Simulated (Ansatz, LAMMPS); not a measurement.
# Elastic response of glassy 72SiO2-23Al2O3-3MgO-3K2O (mol %) (134 atoms)

How stiff is glassy 72SiO2-23Al2O3-3MgO-3K2O (mol %) (134 atoms), and how do its levels respond to strain?

Method: Kohn-Sham DFT, PBE, PAW (set soft_2), plane waves, in Ansatz 0.2.0.

### 1. Set-up

The cell holds 134 atoms: 28 Si, 18 Al, 1 Mg, 2 K and 85 O. Cell: a = 11.954 Å, b = 11.954 Å, c = 11.954 Å, α = 90.0°, β = 90.0°, γ = 90.0°. 134 atoms (28 Si, 18 Al, 1 Mg, 2 K, 85 O) placed at random at 2.47 g/cm³, melted at 4000 K for 10 ps at fixed volume with the Morse and Coulomb pair potential with partial charges (Pedone, Malavasi, Menziani, Cormack and Segre, J. Phys. Chem. B 110, 11780 (2006)). Quenched from 4000 K to 300 K at 25 K/ps and fixed volume, held 10 ps at zero pressure, then minimised at fixed cell.

Limits known from the start: The quench rate of 25 K/ps is many orders above laboratory rates, so the cell is likely richer in defects and strain than a real sample. The network of bonds at the start is that of the classical potential that made the cell, and needn't be the one that DFT or experiment would give. Only the Γ point is sampled.

### 2. Single point at the start

The forces at the start show how far the geometry lies from a minimum of this functional.

input.yaml

```yaml
crystal:
  lattice:
    - [11.95383, 0.0, 0.0]
    - [0.0, 11.95383, 0.0]
    - [0.0, 0.0, 11.95383]
  atoms:
    - { symbol: Si, position: [0.46661, 0.36918, 0.74937] }
    - { symbol: Si, position: [0.90691, 0.34866, 0.66139] }
    - { symbol: Si, position: [0.60144, 0.16758, 0.18328] }
    - { symbol: Si, position: [0.3363, 0.45816, 0.53767] }
    - { symbol: Si, position: [0.34694, 0.93923, 0.90494] }
    - { symbol: Si, position: [0.04902, 0.76586, 0.67651] }
    - { symbol: Si, position: [0.83438, 0.61654, 0.92085] }
    - { symbol: Si, position: [0.46197, 0.93993, 0.57148] }
    - { symbol: Si, position: [0.60449, 0.80422, 0.07887] }
    - { symbol: Si, position: [0.70642, 0.19823, 0.94384] }
    - { symbol: Si, position: [0.85359, 0.90105, 0.42068] }
    - { symbol: Si, position: [0.36818, 0.43651, 0.97263] }
    - { symbol: Si, position: [0.96521, 0.12925, 0.9595] }
    - { symbol: Si, position: [0.08598, 0.64793, 0.29649] }
    - { symbol: Si, position: [0.78478, 0.49759, 0.14751] }
    - { symbol: Si, position: [0.01951, 0.29706, 0.31575] }
    - { symbol: Si, position: [0.42834, 0.97129, 0.15465] }
    - { symbol: Si, position: [0.20346, 0.94441, 0.57743] }
    - { symbol: Si, position: [0.21728, 0.75188, 0.00885] }
    - { symbol: Si, position: [0.27545, 0.27179, 0.35852] }
    - { symbol: Si, position: [0.47042, 0.60677, 0.36503] }
    - { symbol: Si, position: [0.93658, 0.97159, 0.77421] }
    - { symbol: Si, position: [0.07771, 0.55573, 0.90653] }
    - { symbol: Si, position: [0.62906, 0.30401, 0.39933] }
    - { symbol: Si, position: [0.02643, 0.91687, 0.10071] }
    - { symbol: Si, position: [0.57571, 0.17216, 0.61612] }
    - { symbol: Si, position: [0.59623, 0.76436, 0.70104] }
    - { symbol: Si, position: [0.70694, 0.42278, 0.79624] }
    - { symbol: Al, position: [0.71351, 0.55659, 0.39018] }
    - { symbol: Al, position: [0.19968, 0.42978, 0.16929] }
    - { symbol: Al, position: [0.94961, 0.5122, 0.46805] }
    - { symbol: Al, position: [0.08637, 0.33086, 0.86294] }
    [... 96 atom lines left out ...]
    - { symbol: O, position: [0.64323, 0.43264, 0.41044] }
    - { symbol: O, position: [0.12754, 0.46905, 0.80896] }
    - { symbol: O, position: [0.49876, 0.71269, 0.77334] }
    - { symbol: O, position: [0.64994, 0.10169, 0.87307] }
    - { symbol: O, position: [0.15843, 0.04912, 0.64455] }
    - { symbol: O, position: [0.68842, 0.68318, 0.65553] }
kpoints:
  mp_grid: { grid: [1, 1, 1] }
hamiltonian:
  xc: pbe
scf:
  occupations: { method: gaussian, width: 0.025 }
output:
  forces: true
```

Started as:

```
ansatz run input.yaml --threads 4 --pin off --max-ram 8192MiB --backend cpu --events-out ev --progress --plain --runs-dir out
```

Numbers of over 12 decimals in the logs are rounded to 6 here.

Log:

```text
Engine: ansatz 0.2.0, x86_64-unknown-linux-gnu
Pseudopotentials: kind: paw
Pseudopotential: Si, paw, valence charge 4, recommended cutoff 420 eV (normal), Si.paw.azcp
Pseudopotential: Al, paw, valence charge 3, recommended cutoff 420 eV (normal), Al.paw.azcp
Pseudopotential: Mg, paw, valence charge 10, recommended cutoff 420 eV (normal), Mg.paw.azcp
Pseudopotential: K, paw, valence charge 9, recommended cutoff 420 eV (normal), K.paw.azcp
Pseudopotential: O, paw, valence charge 6, recommended cutoff 420 eV (normal), O.paw.azcp
[... 5 lines on functional and potentials left out ...]
Crystal: 134 atoms, lattice volume = 1708.131 Å³
Basis set: ecut = 420 eV, 33371 PW (Γ), exchange–correlation on 160×160×160 points (8 copies of the dense FFT grid, shifted against one another)
Bands: 486, of which v1, the nominal top of the filled ones, is band 352 counted from 1 (351 counted from 0)
Symmetry: 1 space group operations
Space group: P1 (ITA 1), of the structure as read, at distance tolerance 1.2e-4 Å
k-points: 1
[... 11 lines on functional and potentials left out ...]
Initial density: superposition of atomic densities (neutral atoms: chi_scale 0, normalization atom), corrected by the library's trained network
Initial wavefunctions: pseudopotential atomic-orbital guess
Functional: x = pbe(κ = 0.804, μ = 0.219515), c = pbe(β = 0.066725)
SCF iter   1: F=—  HF=-80861.979555 eV  |F-HF|=—  |Δ(HF+E_count)|=         —  Δρ=1.90e-3  dr2=7.64e-2  ethr=1.77e-3  ⟨swp⟩=6.0  Hψ=2294  notcnv=0  defer=81
preconditioner: auto → Resta (q_TF=auto, 2.354 Å⁻¹)  ε∞=3.1  [insulator: Δε(μ)=3.836 eV  Ē_g=16.255 eV  σ=0.025 eV  W_gap=1.00  n_scr=388 (ndim 8)  ℏωp=23.6 eV  f_vac=0.124  D(μ)=0.00/eV (n_scr^D=0)  ε∞_Penn≈3.1]
SCF iter   2: F=—  HF=-80861.989306 eV  |F-HF|=—  |Δ(HF+E_count)|=   9.75e-3  Δρ=1.01e-3  dr2=2.06e-2  ethr=1.09e-5  ⟨swp⟩=2.0  Hψ=918  notcnv=0  defer=126
SCF iter   3: F=—  HF=-80861.993154 eV  |F-HF|=—  |Δ(HF+E_count)|=   3.85e-3  Δρ=4.83e-4  dr2=4.90e-3  ethr=2.92e-6  ⟨swp⟩=2.0  Hψ=668  notcnv=0  defer=48
automatic band count: iteration 3 solves 408 bands in place of 486: the levels show a gap, and the empty bands left out lie too high to hold charge; the band table lists the bands solved (type scf.n_extra_bands for more)
SCF iter   4: F=—  HF=-80861.992668 eV  |F-HF|=—  |Δ(HF+E_count)|=   4.86e-4  Δρ=1.30e-4  dr2=3.64e-4  ethr=6.96e-7  ⟨swp⟩=2.0  Hψ=660  notcnv=0  defer=48
SCF iter   5: F=—  HF=-80861.992685 eV  |F-HF|=—  |Δ(HF+E_count)|=   1.71e-5  Δρ=5.70e-5  dr2=5.35e-5  ethr=5.17e-8  ⟨swp⟩=2.0  Hψ=711  notcnv=0  defer=48
SCF iter   6: F=—  HF=-80861.992972 eV  |F-HF|=—  |Δ(HF+E_count)|=   2.87e-4  Δρ=3.03e-5  dr2=1.26e-5  ethr=7.60e-9  ⟨swp⟩=2.0  Hψ=760  notcnv=0  defer=48
SCF iter   7: F=—  HF=-80861.992971 eV  |F-HF|=—  |Δ(HF+E_count)|=   2.11e-7  Δρ=9.16e-6  dr2=1.47e-6  ethr=1.79e-9  ⟨swp⟩=2.0  Hψ=699  notcnv=0  defer=48
SCF iter   8: F=—  HF=-80861.992972 eV  |F-HF|=—  |Δ(HF+E_count)|=   8.92e-7  Δρ=3.71e-6  dr2=2.08e-7  ethr=2.08e-10  ⟨swp⟩=2.0  Hψ=635  notcnv=0  defer=48
SCF iter   9: F=-80861.992972 eV  HF=-80861.992972 eV  |F-HF|=2.56e-9  |Δ(HF+E_count)|=   3.65e-8  Δρ=1.54e-6  dr2=3.29e-8  ethr=1.42e-11  ⟨swp⟩=4.0  Hψ=1462  notcnv=0
SCF 1 converged in 9 iterations: F = -80861.992972 eV  dr2 = 3.29e-8
  greatest PAW one-centre occupation: 1.000 electrons in one spin orbital (limit 2), on the Mg atom at site 46 (counted from 0), in its partial waves of l = 0
SCF converged after 9 iterations
Free energy (F): -80861.992972 eV
Harris-Foulkes:  -80861.992972 eV  (|F-HF|=2.56e-9)
Internal energy: -80861.992972 eV  (E = F + TS)
E sigma→0 (E₀):  -80861.992972 eV
Fermi energy:    5.750750 eV
--- Per-component energies (eV) ---
  E_band       = -3092.322985
  E_kinetic    = 17549.702966
  E_local      = -45949.174837  (includes V_loc(G=0)·N_el)
  E_nonlocal   = 5077.359270
  E_hartree    = 16962.279050
  E_xc         = -8924.342919
  E_vxc        = -10322.425505  (∫ρ·V_xc dr)
  E_paw        = -38164.653717  (= ΣΔE_a)
  E_vpaw       = -3372.559371  (= ΣTr[D̂ρ^β])
  E_aug_tail   = 0.218779  (compensation charges beyond the density's cutoff)
  E_ewald      = -27413.381564
  E_smearing   = -0.000000  (= −TS)
  E_closure    = -0.000000  (closes the sum)
  Σ components = -80861.992972   (vs F -80861.992972, Δ=0.00e0)
--- Forces (eV/Å), atoms counted from 1 ---
  atom   1  Si     1.22833484    -0.38424309    -0.40595470
  atom   2  Si     0.46730966    -0.26246144     1.51324687
  atom   3  Si     1.49214608    -0.24615593     1.15305012
  atom   4  Si    -0.18550547    -0.49781743    -1.14483159
  atom   5  Si     0.50899999    -0.25848487     1.18183425
  atom   6  Si    -1.20766083     1.44431055     0.01396612
  atom   7  Si     0.57890849    -0.88838639     1.53650486
  atom   8  Si    -0.85276769     0.89348899    -1.22518999
  atom   9  Si     0.17522747     0.95098112    -1.18490404
  atom  10  Si     0.27783913    -0.34553623    -0.13512109
  atom  11  Si     0.33267485    -0.68302728    -1.20898409
  atom  12  Si     0.74346215     1.02012616     0.57082398
  atom  13  Si    -0.90380883    -0.79786135    -0.99211774
  atom  14  Si    -0.89329132    -0.41919478    -1.09639971
[...]
atom 133  O     -0.53566864     1.24896032     0.05041578
  atom 134  O      0.08824371    -1.34184473    -0.42018022
  max |Σ_I F_I| component: 1.55e-4 eV/Å
```

Wall time 13 s (4 threads of Intel Xeon Platinum 8375C at 2.90GHz (Ice Lake), shared host); peak memory 2.5 GiB.

The r.m.s. force at the start is 0.74 eV/Å.

### 3. Cell and atoms relaxed

The cell is relaxed with the atoms, since the starting lattice needn't suit this functional.

input.yaml

```yaml
crystal:
  lattice:
    - [11.95383, 0.0, 0.0]
    - [0.0, 11.95383, 0.0]
    - [0.0, 0.0, 11.95383]
  atoms:
    [... the 134 atom lines of step 2 ...]
kpoints:
  mp_grid: { grid: [1, 1, 1] }
hamiltonian:
  xc: pbe
scf:
  occupations: { method: gaussian, width: 0.025 }
output:
  forces: true
relax:
  f_tol: 0.05
  max_steps: 150
  cell: {}
```

Log:

```text
[...]
Crystal: 134 atoms, lattice volume = 1708.131 Å³
Basis set: ecut = 420 eV, 33371 PW (Γ), exchange–correlation on 160×160×160 points (8 copies of the dense FFT grid, shifted against one another)
Bands: 486, of which v1, the nominal top of the filled ones, is band 352 counted from 1 (351 counted from 0)
Symmetry: 1 space group operations
[...]
k-points: 1
[...]
SCF iter   1: F=—  HF=-80861.979555 eV  |F-HF|=—  |Δ(HF+E_count)|=         —  Δρ=1.90e-3  dr2=7.64e-2  ethr=1.77e-3  ⟨swp⟩=6.0  Hψ=2294  notcnv=0  defer=81
[...]
SCF iter   9: F=-80861.992972 eV  HF=-80861.992972 eV  |F-HF|=2.43e-9  |Δ(HF+E_count)|=   3.64e-8  Δρ=1.54e-6  dr2=3.28e-8  ethr=1.42e-11  ⟨swp⟩=4.0  Hψ=1539  notcnv=0
SCF 1 converged in 9 iterations: F = -80861.992972 eV  dr2 = 3.28e-8
[...]
relax step   1: F+E_penalty+E_count = -80861.99297235 eV  Δ(F+E_penalty+E_count) = +0.000e0 eV  max|allowed force component| = 2.189e0 eV/Å  Δτ_max = 0.0000 Å  P = +8.031 GPa  Ω = 1708.131 Å³  (9 SCF iters, dr2 threshold 1.00e-7 eV, accepted)
[... from here on, the SCF cycles and remarks between the steps are left out ...]
relax step   2: F+E_penalty+E_count = -80864.82785406 eV  Δ(F+E_penalty+E_count) = -2.835e0 eV  max|allowed force component| = 1.603e0 eV/Å  Δτ_max = 0.1943 Å  P = +4.040 GPa  Ω = 1745.121 Å³  energy of the carried Pulay correction = -1.326e-1 eV  (7 SCF iters, dr2 threshold 1.34e-5 eV, accepted)
relax step   3: F+E_penalty+E_count = -80866.58671685 eV  Δ(F+E_penalty+E_count) = -1.759e0 eV  max|allowed force component| = 6.311e-1 eV/Å  Δτ_max = 0.1949 Å  P = -0.724 GPa  Ω = 1785.901 Å³  energy of the carried Pulay correction = -2.756e-1 eV  (7 SCF iters, dr2 threshold 1.34e-5 eV, accepted)
relax step   4: F+E_penalty+E_count = -80866.86013634 eV  Δ(F+E_penalty+E_count) = -2.734e-1 eV  max|allowed force component| = 9.536e-1 eV/Å  Δτ_max = 0.2000 Å  P = +0.200 GPa  Ω = 1766.804 Å³  energy of the carried Pulay correction = -2.091e-1 eV  (7 SCF iters, dr2 threshold 1.34e-5 eV, accepted)
relax step   5: F+E_penalty+E_count = -80867.12165321 eV  Δ(F+E_penalty+E_count) = -2.615e-1 eV  max|allowed force component| = 1.867e-1 eV/Å  Δτ_max = 0.0938 Å  P = -0.056 GPa  Ω = 1771.048 Å³  energy of the carried Pulay correction = -2.239e-1 eV  (7 SCF iters, dr2 threshold 1.34e-5 eV, accepted)
relax step   6: F+E_penalty+E_count = -80867.15438112 eV  Δ(F+E_penalty+E_count) = -3.273e-2 eV  max|allowed force component| = 1.238e-1 eV/Å  Δτ_max = 0.0571 Å  P = +0.013 GPa  Ω = 1769.181 Å³  energy of the carried Pulay correction = -2.174e-1 eV  (7 SCF iters, dr2 threshold 2.18e-6 eV, accepted)
relax step   7: F+E_penalty+E_count = -80867.17771812 eV  Δ(F+E_penalty+E_count) = -2.334e-2 eV  max|allowed force component| = 1.059e-1 eV/Å  Δτ_max = 0.0393 Å  P = +0.018 GPa  Ω = 1767.928 Å³  energy of the carried Pulay correction = -2.130e-1 eV  (7 SCF iters, dr2 threshold 9.58e-7 eV, accepted)
relax step   8: F+E_penalty+E_count = -80867.19261370 eV  Δ(F+E_penalty+E_count) = -1.490e-2 eV  max|allowed force component| = 9.998e-2 eV/Å  Δτ_max = 0.0562 Å  P = +0.013 GPa  Ω = 1767.464 Å³  energy of the carried Pulay correction = -2.114e-1 eV  (7 SCF iters, dr2 threshold 7.01e-7 eV, accepted)
relax step   9: F+E_penalty+E_count = -80867.20119997 eV  Δ(F+E_penalty+E_count) = -8.586e-3 eV  max|allowed force component| = 1.003e-1 eV/Å  Δτ_max = 0.0243 Å  P = -0.005 GPa  Ω = 1767.397 Å³  energy of the carried Pulay correction = -2.112e-1 eV  (7 SCF iters, dr2 threshold 6.25e-7 eV, accepted)
relax step  10: F+E_penalty+E_count = -80867.20756747 eV  Δ(F+E_penalty+E_count) = -6.367e-3 eV  max|allowed force component| = 8.470e-2 eV/Å  Δτ_max = 0.0277 Å  P = -0.009 GPa  Ω = 1767.656 Å³  energy of the carried Pulay correction = -2.121e-1 eV  (7 SCF iters, dr2 threshold 6.28e-7 eV, accepted)
relax step  11: F+E_penalty+E_count = -80867.19557104 eV  Δ(F+E_penalty+E_count) = +1.200e-2 eV  max|allowed force component| = 2.551e-1 eV/Å  Δτ_max = 0.1732 Å  P = -0.079 GPa  Ω = 1765.482 Å³  energy of the carried Pulay correction = -2.044e-1 eV  (8 SCF iters, dr2 threshold 4.48e-7 eV, rejected (line search))
relax step  12: F+E_penalty+E_count = -80867.23263677 eV  Δ(F+E_penalty+E_count) = -2.507e-2 eV  max|allowed force component| = 8.576e-2 eV/Å  Δτ_max = 0.0837 Å  P = +0.074 GPa  Ω = 1765.299 Å³  energy of the carried Pulay correction = -2.038e-1 eV  (11 SCF iters, accepted)
relax step  13: F+E_penalty+E_count = -80867.21869644 eV  Δ(F+E_penalty+E_count) = +1.394e-2 eV  max|allowed force component| = 2.192e-1 eV/Å  Δτ_max = 0.0974 Å  P = -0.222 GPa  Ω = 1767.231 Å³  energy of the carried Pulay correction = -2.106e-1 eV  (8 SCF iters, dr2 threshold 4.60e-7 eV, rejected (line search))
relax step  14: F+E_penalty+E_count = -80867.24500705 eV  Δ(F+E_penalty+E_count) = -1.237e-2 eV  max|allowed force component| = 4.406e-2 eV/Å  Δτ_max = 0.0487 Å  P = +0.042 GPa  Ω = 1764.997 Å³  energy of the carried Pulay correction = -2.027e-1 eV  (11 SCF iters, accepted)
[...]
relax step  20: F+E_penalty+E_count = -80867.27497440 eV  Δ(F+E_penalty+E_count) = -1.272e-3 eV  max|allowed force component| = 4.782e-2 eV/Å  Δτ_max = 0.0060 Å  P = -0.024 GPa  Ω = 1764.511 Å³  energy of the carried Pulay correction = -2.010e-1 eV  (6 SCF iters, dr2 threshold 1.84e-7 eV, accepted)
relax step  21: F+E_penalty+E_count = -80867.28273106 eV  Δ(F+E_penalty+E_count) = -7.757e-3 eV  max|allowed force component| = 1.269e-1 eV/Å  Δτ_max = 0.0932 Å  P = -0.004 GPa  Ω = 1763.435 Å³  energy of the carried Pulay correction = -1.973e-1 eV  (11 SCF iters, accepted)
relax step  22: F+E_penalty+E_count = -80867.28416551 eV  Δ(F+E_penalty+E_count) = -1.434e-3 eV  max|allowed force component| = 1.212e-1 eV/Å  Δτ_max = 0.0492 Å  P = +0.060 GPa  Ω = 1763.250 Å³  energy of the carried Pulay correction = -1.966e-1 eV  (7 SCF iters, dr2 threshold 1.01e-6 eV, accepted)
relax step  23: F+E_penalty+E_count = -80867.28624105 eV  Δ(F+E_penalty+E_count) = -2.076e-3 eV  max|allowed force component| = 1.038e-1 eV/Å  Δτ_max = 0.1150 Å  P = -0.015 GPa  Ω = 1762.961 Å³  energy of the carried Pulay correction = -1.956e-1 eV  (7 SCF iters, dr2 threshold 9.18e-7 eV, accepted)
relax step  24: F+E_penalty+E_count = -80867.28977127 eV  Δ(F+E_penalty+E_count) = -3.530e-3 eV  max|allowed force component| = 1.089e-1 eV/Å  Δτ_max = 0.0525 Å  P = -0.008 GPa  Ω = 1762.697 Å³  energy of the carried Pulay correction = -1.947e-1 eV  (7 SCF iters, dr2 threshold 6.74e-7 eV, accepted)
relax step  25: F+E_penalty+E_count = -80867.29635636 eV  Δ(F+E_penalty+E_count) = -6.585e-3 eV  max|allowed force component| = 1.063e-1 eV/Å  Δτ_max = 0.0790 Å  P = +0.024 GPa  Ω = 1761.212 Å³  energy of the carried Pulay correction = -1.895e-1 eV  (7 SCF iters, dr2 threshold 7.41e-7 eV, accepted)
relax step  26: F+E_penalty+E_count = -80867.29883854 eV  Δ(F+E_penalty+E_count) = -2.482e-3 eV  max|allowed force component| = 9.057e-2 eV/Å  Δτ_max = 0.0338 Å  P = -0.004 GPa  Ω = 1761.573 Å³  energy of the carried Pulay correction = -1.907e-1 eV  (7 SCF iters, dr2 threshold 7.06e-7 eV, accepted)
relax step  27: F+E_penalty+E_count = -80867.29993044 eV  Δ(F+E_penalty+E_count) = -1.092e-3 eV  max|allowed force component| = 7.792e-2 eV/Å  Δτ_max = 0.0345 Å  P = -0.005 GPa  Ω = 1761.518 Å³  energy of the carried Pulay correction = -1.905e-1 eV  (7 SCF iters, dr2 threshold 5.13e-7 eV, accepted)
relax step  28: F+E_penalty+E_count = -80867.30185075 eV  Δ(F+E_penalty+E_count) = -1.920e-3 eV  max|allowed force component| = 3.525e-2 eV/Å  Δτ_max = 0.0206 Å  P = -0.008 GPa  Ω = 1761.356 Å³  energy of the carried Pulay correction = -1.900e-1 eV  (7 SCF iters, dr2 threshold 3.79e-7 eV, accepted)
relax step  29: F+E_penalty+E_count = -80867.56576100 eV  Δ(F+E_penalty+E_count) = -2.639e-1 eV  max|allowed force component| = 3.481e-2 eV/Å  Δτ_max = 0.0000 Å  P = +0.255 GPa  Ω = 1761.356 Å³  stress off target by 4.77e-1 GPa  SCF on the basis re-selected at this cell (its energy is not comparable with the rows above)  (7 SCF iters)
relax step  30: F+E_penalty+E_count = -80867.55448459 eV  Δ(F+E_penalty+E_count) = +1.128e-2 eV  max|allowed force component| = 5.741e-2 eV/Å  Δτ_max = 0.0249 Å  P = -0.125 GPa  Ω = 1766.836 Å³  energy of the carried Pulay correction = -1.943e-2 eV  (7 SCF iters, dr2 threshold 5.70e-7 eV, accepted)
relax step  31: F+E_penalty+E_count = -80867.55815893 eV  Δ(F+E_penalty+E_count) = -3.674e-3 eV  max|allowed force component| = 3.813e-2 eV/Å  Δτ_max = 0.0079 Å  P = -0.006 GPa  Ω = 1766.396 Å³  energy of the carried Pulay correction = -1.780e-2 eV  (6 SCF iters, dr2 threshold 2.06e-7 eV, accepted)
relax step  32: F+E_penalty+E_count = -80867.57856738 eV  Δ(F+E_penalty+E_count) = -2.041e-2 eV  max|allowed force component| = 3.803e-2 eV/Å  Δτ_max = 0.0000 Å  P = +0.002 GPa  Ω = 1766.396 Å³  stress off target by 1.03e-2 GPa  SCF on the basis re-selected at this cell (its energy is not comparable with the rows above)  (6 SCF iters)
[...]
SCF converged after 6 iterations
Free energy (F): -80867.578567 eV
[...]
Internal energy: -80867.578567 eV  (E = F + TS)
E sigma→0 (E₀):  -80867.578567 eV
Fermi energy:    5.194318 eV
[...]
--- Forces (eV/Å), atoms counted from 1 ---
  atom   1  Si    -0.01187801     0.00703079     0.01668363
  atom   2  Si    -0.01918869     0.00319381    -0.01092136
  atom   3  Si    -0.01743414    -0.00834300     0.00257840
  atom   4  Si    -0.00408726    -0.00661385    -0.02064131
  atom   5  Si     0.01586222    -0.02756118     0.00058496
  atom   6  Si     0.02479924     0.00897403     0.01255104
  atom   7  Si     0.01016181    -0.00748299    -0.01724857
  atom   8  Si    -0.00295858    -0.00133662    -0.00029771
  atom   9  Si     0.00026530    -0.00566101     0.01317775
  atom  10  Si    -0.00355494     0.00227943     0.00385984
  atom  11  Si    -0.00012625     0.00972652     0.00269793
  atom  12  Si    -0.01148414    -0.02695176    -0.00288563
  atom  13  Si    -0.00242480    -0.00179331     0.00528113
  atom  14  Si     0.01007165     0.00548886     0.01035722
[...]
atom 133  O      0.00409562     0.00500307     0.02401869
  atom 134  O      0.00483124     0.00648144    -0.00999105
  max |Σ_I F_I| component: 6.17e-5 eV/Å
--- Stress (GPa, compression-positive) ---
        0.008517      -0.003569       0.002028
       -0.003570       0.000672      -0.001207
        0.002022      -0.001201      -0.002722
  P = ⅓ Tr σ = 0.0022 GPa (0.022 kbar)
--- Relaxed structure (30 steps of the walk, 27 accepted, 2 SCFs on fresh bases) ---
  F+E_penalty+E_count = -80867.57856738 eV   max|allowed force component| = 3.803e-2 eV/Å   (the final SCF, on the basis selected at the relaxed cell)
  cell:  # Å, volume = 1766.3963 Å³
    - [12.109962, -0.077300, 0.150391]
    - [-0.077300, 11.943099, -0.102465]
    - [0.150391, -0.102465, 12.216403]
  atoms:
    - { symbol: Si, position: [0.468189, 0.373735, 0.749185] }
    - { symbol: Si, position: [0.902536, 0.347577, 0.667136] }
    - { symbol: Si, position: [0.608880, 0.161182, 0.184858] }
    - { symbol: Si, position: [0.335323, 0.453151, 0.540084] }
[...]
- { symbol: O, position: [0.674613, 0.683947, 0.642200] }
```

The job ended after 7.3 min (4 threads; peak memory 2.7 GiB).

The relaxation converged after 30 steps, with a largest force component of 0.038 eV/Å.

(Part 1 of 3 ends here.)

[Logs are printed without paths, hosts, clocks, repeated set-up lines and the standing remarks that a program may print on its own settings, such as how far it seeks lower states.]

[Hosts, paths, dates, database ids (printed as entryN), source tags and the programs' standing remarks are cut or masked in the printed files.]
